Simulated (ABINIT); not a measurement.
Planning a run of ABINIT 10.8.3 on BaZrSe3 (P1). The input:

```
acell 3*1.0 Angstrom
rprim 
  5.287383000000 -0.000000000000 -0.000000000000
  0.003576000000 5.296392000000 -0.000000000000
  0.007950000000 0.010054000000 5.309462000000
ntypat 3
znucl 56 40 34
natom 5
typat 1 2 3 3 3
xred 
  0.998643000000 0.998478000000 0.998673000000
  0.476578000000 0.490069000000 0.476727000000
  0.488317000000 0.998506000000 0.502693000000
  0.983845000000 0.511636000000 0.518540000000
  0.492614000000 0.501310000000 0.993370000000
pp_dirpath "pseudos"
pseudos "Ba.upf, Zr.upf, Se.upf"
ecut 31
ngkpt 2 2 2
nshiftk 1
shiftk 0 0 0
kptopt 1
chksymbreak 0
istwfk *1
occopt 1
irdwfk 1
optdriver 3
nband 96
ecuteps 3.9
inclvkb 2
awtr 1
symchi 1
indata_prefix "in"
outdata_prefix "out"
tmpdata_prefix "tmp"
```

```sh
OMP_NUM_THREADS=1 mpirun -n 8 abinit run.abi > log
```

Q: Estimate wall time and host memory on 8 MPI ranks of Arm Neoverse V2, shared host.

It took 30 s; on shared hardware allow 15 s to 60 s. Peak host memory was 3.1 GiB.

[Paths, hosts, dates, memory and timing lines, banners, echoed tables and standing remarks are left out of the program output.]

[Logs are printed without paths, hosts, clocks, repeated set-up lines and the standing remarks that a program may print on its own settings, such as how far it seeks lower states.]

[Runs of the session that timed out or met a known fault of the program may be left out.]

[Hosts, paths, dates, database ids (printed as entryN), source tags and the programs' standing remarks are cut or masked in the printed files.]

[G0W0 gaps are taken among the corrected bands and points alone; a level outside them can change the order at an edge.]

[Where Ansatz stands beside ABINIT at settings called matched, ABINIT's density can come from a denser mesh and the files from another edition; pairs whose starting gaps differed by over 0.03 eV were left out, so agreement reads better than it is.]
